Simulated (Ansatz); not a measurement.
# W(100) slab, 5 layers: relaxing the cell for a phonon run, part 2 of 2

Wanted: the relaxed cell of W(100) slab, 5 layers.

Ansatz 0.2.0; DFT PBEsol, scalar-relativistic, plane waves, PAW; PAW set soft_1.

So far. Step 2 (Probe on a coarse mesh): The coarse mesh shows no gap.

## (5) Relaxing to small forces for the phonons

Phonons need a cell at rest on their own settings, so the relaxation is repeated with tight tolerances on forces and stress on the k mesh and occupations of the first response run.

Input file input.yaml:

```yaml
crystal:
  lattice:
    - [3.079548276, 0.0, 0.0]
    - [0.0, 3.079548276, 0.0]
    - [0.0, 0.0, 36.4599902]
  atoms:
    - { symbol: W, position: [0.0, 0.0, 0.1798803616] }
    - { symbol: W, position: [0.5, 0.5, 0.2205977528] }
    - { symbol: W, position: [0.0, 0.0, 0.2650850959] }
    - { symbol: W, position: [0.5, 0.5, 0.309572439] }
    - { symbol: W, position: [0.0, 0.0, 0.3502898302] }
  periodic: [true, true, false]
kpoints:
  mp_grid: { grid: [12, 12, 1] }
hamiltonian:
  xc: pbesol
  pseudopotentials: { kind: paw, azcp: { folder: soft_1 }, xc_functional: pbe }
scf:
  occupations: { method: methfessel_paxton, width: 0.2 }
output:
  forces: true
  stress: true
  eigenvalues: true
  write_density: true
  write_potential: true
  elf: true
  volumetric_format: npy
relax:
  adjacent_minimum: "off"
  f_tol: 0.001
  max_steps: 60
  cell: { stress_2d_tol: 0.002 }
```

The run is started by

```bash
ansatz run input.yaml --threads 8 --pin off --max-ram 16384MiB --backend cpu --events-out ev --progress --plain --runs-dir out
```

Numbers of over 12 decimals in the logs are rounded to 6 here.

The program printed:

```text
[...]
Crystal: 5 atoms, lattice volume = 345.773 Å³
Basis set: ecut = 420 eV, 6801 PW (Γ), exchange–correlation on 48×48×500 points (8 copies of the dense FFT grid, shifted against one another)
Bands: 42, of which v1, the nominal top of the filled ones, is band 35 counted from 1 (34 counted from 0)
Symmetry: 16 space group operations
[...]
k-points: 28 of 144
[...]
--- Relaxed structure (5 steps of the walk, 4 accepted, 1 SCFs on fresh bases) ---
[...]
cell:  # Å, volume = 345.8707 Å³
    - [3.079985, 0, 0.0]
    - [0, 3.079985, 0.0]
    - [0.0, 0.0, 36.4599902]
  atoms:
    - { symbol: W, position: [0, 0, 0.179919] }
    - { symbol: W, position: [0.5, 0.5, 0.220614] }
    - { symbol: W, position: [0, 0, 0.265085] }
    - { symbol: W, position: [0.5, 0.5, 0.309556] }
    - { symbol: W, position: [0, 0, 0.350251] }
[key lines of the parts left out:]
SCF converged after 9 iterations
Free energy (F): -51282.529342 eV
Fermi energy:    -4.334571 eV
P = ½ c Tr σ = 0.0004 N/m
```

Wall time 32 s (8 threads of Arm Neoverse V1, shared host); peak memory 1.2 GiB; 4.1 min of CPU time.

Little changed from the start: no atom moved by 0.005 Å and no cell edge by 0.1 %.

ELF in the ac plane at fractional y = 0.000, with atoms of W within 0.2 Å of it. It is the smooth field of the valence electrons, not physical close to the nuclei.

Ten even steps from '0' (0.00) to '9' (0.63), each cell a mean:
```
0000000000000000
0000000000000000
0000000000000000
0000000000000000
0000000000000000
0000000000000000
0000000000000000
0000000000000000
0000000000000000
0000000000000000
0000000000000000
0000000000000000
0000000000000000
0000000000000000
1122223444322221
6899633565336998
4455666666666554
6799634676436997
4455666666666554
6799644565446997
3333233454332333
0000000111000000
0000000000000000
0000000000000000
```
Columns run along a (3.1 Å), rows up along c (36.5 Å). Atoms in or near the plane, at fractional coordinates: W at (0.00, 0.18), W at (0.00, 0.27), W at (0.00, 0.35).

Electrostatic potential energy in the ac plane at fractional y = 0.000, with atoms of W within 0.2 Å of it. With pseudopotentials it is smooth inside the atoms' cores, unlike the true potential.

Ten even steps from '_' (-47 eV) to '@' (0 eV), each cell a mean:
```
@@@@@@@@@@@@@@@@@@@@@@@@@@@@@@@@
@@@@@@@@@@@@@@@@@@@@@@@@@@@@@@@@
@@@@@@@@@@@@@@@@@@@@@@@@@@@@@@@@
@@@@@@@@@@@@@@@@@@@@@@@@@@@@@@@@
@@@@@@@@@@@@@@@@@@@@@@@@@@@@@@@@
@@@@@@@@@@@@@@@@@@@@@@@@@@@@@@@@
@@@@@@@@@@@@@@@@@@@@@@@@@@@@@@@@
@@@@@@@@@@@@@@@@@@@@@@@@@@@@@@@@
@@@@@@@@@@@@@@@@@@@@@@@@@@@@@@@@
@@@@@@@@@@@@@@@@@@@@@@@@@@@@@@@@
@@@@@@@@@@@@@@@@@@@@@@@@@@@@@@@@
@@@@@@@@@@@@@@@@@@@@@@@@@@@@@@@@
@@@@@@@@@@@@@@@@@@@@@@@@@@@@@@@@
@@@@@@@@@@@@@@@@@@@@@@@@@@@@@@@@
%%%%%%%%@@@@@@@@@@@@@@@@@@%%%%%%
______..--**%%%%@@%%%%**--..____
**####%%%%%%@@@@@@@@@@%%%%%%####
______..--**%%%%@@%%%%**--..____
****##%%%%%%@@@@@@@@@@%%%%%%##**
______..--**%%%%@@%%%%**--..____
****##%%%%@@@@@@@@@@@@@@%%%%##**
@@@@@@@@@@@@@@@@@@@@@@@@@@@@@@@@
@@@@@@@@@@@@@@@@@@@@@@@@@@@@@@@@
@@@@@@@@@@@@@@@@@@@@@@@@@@@@@@@@
```
Columns run along a (3.1 Å; values clipped at the 3rd and 97th percentile), rows up along c (36.5 Å). Atoms in or near the plane, at fractional coordinates: W at (0.00, 0.18), W at (0.00, 0.27), W at (0.00, 0.35).

Valence density in the ac plane at fractional y = 0.000, with atoms of W within 0.2 Å of it. It is the smooth field of the valence electrons, not physical close to the nuclei.

Values in e/Å³, 24 rows by 16 columns, each cell a mean:
```
0.0 0.0 0.0 0.0 0.0 0.0 0.0 0.0 0.0 0.0 0.0 0.0 0.0 0.0 0.0 0.0
0.0 0.0 0.0 0.0 0.0 0.0 0.0 0.0 0.0 0.0 0.0 0.0 0.0 0.0 0.0 0.0
0.0 0.0 0.0 0.0 0.0 0.0 0.0 0.0 0.0 0.0 0.0 0.0 0.0 0.0 0.0 0.0
0.0 0.0 0.0 0.0 0.0 0.0 0.0 0.0 0.0 0.0 0.0 0.0 0.0 0.0 0.0 0.0
0.0 0.0 0.0 0.0 0.0 0.0 0.0 0.0 0.0 0.0 0.0 0.0 0.0 0.0 0.0 0.0
0.0 0.0 0.0 0.0 0.0 0.0 0.0 0.0 0.0 0.0 0.0 0.0 0.0 0.0 0.0 0.0
0.0 0.0 0.0 0.0 0.0 0.0 0.0 0.0 0.0 0.0 0.0 0.0 0.0 0.0 0.0 0.0
0.0 0.0 0.0 0.0 0.0 0.0 0.0 0.0 0.0 0.0 0.0 0.0 0.0 0.0 0.0 0.0
0.0 0.0 0.0 0.0 0.0 0.0 0.0 0.0 0.0 0.0 0.0 0.0 0.0 0.0 0.0 0.0
0.0 0.0 0.0 0.0 0.0 0.0 0.0 0.0 0.0 0.0 0.0 0.0 0.0 0.0 0.0 0.0
0.0 0.0 0.0 0.0 0.0 0.0 0.0 0.0 0.0 0.0 0.0 0.0 0.0 0.0 0.0 0.0
0.0 0.0 0.0 0.0 0.0 0.0 0.0 0.0 0.0 0.0 0.0 0.0 0.0 0.0 0.0 0.0
0.0 0.0 0.0 0.0 0.0 0.0 0.0 0.0 0.0 0.0 0.0 0.0 0.0 0.0 0.0 0.0
0.0 0.0 0.0 0.0 0.0 0.0 0.0 0.0 0.0 0.0 0.0 0.0 0.0 0.0 0.0 0.0
0.2 0.2 0.2 0.1 0.1 0.1 0.1 0.1 0.0 0.1 0.1 0.1 0.1 0.1 0.2 0.2
4.7 4.6 4.0 2.6 1.2 0.6 0.3 0.3 0.3 0.3 0.3 0.6 1.2 2.6 4.0 4.6
0.6 0.5 0.5 0.4 0.4 0.3 0.3 0.3 0.3 0.3 0.3 0.3 0.4 0.4 0.5 0.5
4.6 4.6 4.0 2.5 1.2 0.6 0.4 0.3 0.3 0.3 0.4 0.6 1.2 2.5 4.0 4.6
0.7 0.6 0.5 0.4 0.4 0.3 0.3 0.3 0.3 0.3 0.3 0.3 0.4 0.4 0.5 0.6
4.5 4.5 3.9 2.5 1.2 0.6 0.4 0.3 0.3 0.3 0.4 0.6 1.2 2.5 3.9 4.5
0.6 0.6 0.4 0.3 0.2 0.1 0.1 0.1 0.1 0.1 0.1 0.1 0.2 0.3 0.4 0.6
0.0 0.0 0.0 0.0 0.0 0.0 0.0 0.0 0.0 0.0 0.0 0.0 0.0 0.0 0.0 0.0
0.0 0.0 0.0 0.0 0.0 0.0 0.0 0.0 0.0 0.0 0.0 0.0 0.0 0.0 0.0 0.0
0.0 0.0 0.0 0.0 0.0 0.0 0.0 0.0 0.0 0.0 0.0 0.0 0.0 0.0 0.0 0.0
```
Columns run along a (3.1 Å), rows up along c (36.5 Å). Atoms in or near the plane, at fractional coordinates: W at (0.00, 0.18), W at (0.00, 0.27), W at (0.00, 0.35).

The largest force component left is 0.034 meV/Å, within the tolerances set.

## (6) What came out

| Item | Value |
| --- | --- |
| space group after relaxation (within 0.01 Å) | P4/mmm |
| lattice constant a | 3.080 Å |
| lattice constant b | 3.080 Å |
| area per atom | 1.90 Å² |

What this shows: The largest force component left is 0.034 meV/Å, within the tolerances set. The relaxation keeps the symmetry of its start, so it says nothing on stability against lower symmetry. Spin-orbit coupling is left out, which can matter for the heavy elements here. The PAW files were made for PBE and serve the other functionals too. The starting cell was built on a prototype and not taken from a measurement.

[Logs are printed without paths, hosts, clocks, repeated set-up lines and the standing remarks that a program may print on its own settings, such as how far it seeks lower states.]

[Hosts, paths, dates, database ids (printed as entryN), source tags and the programs' standing remarks are cut or masked in the printed files.]
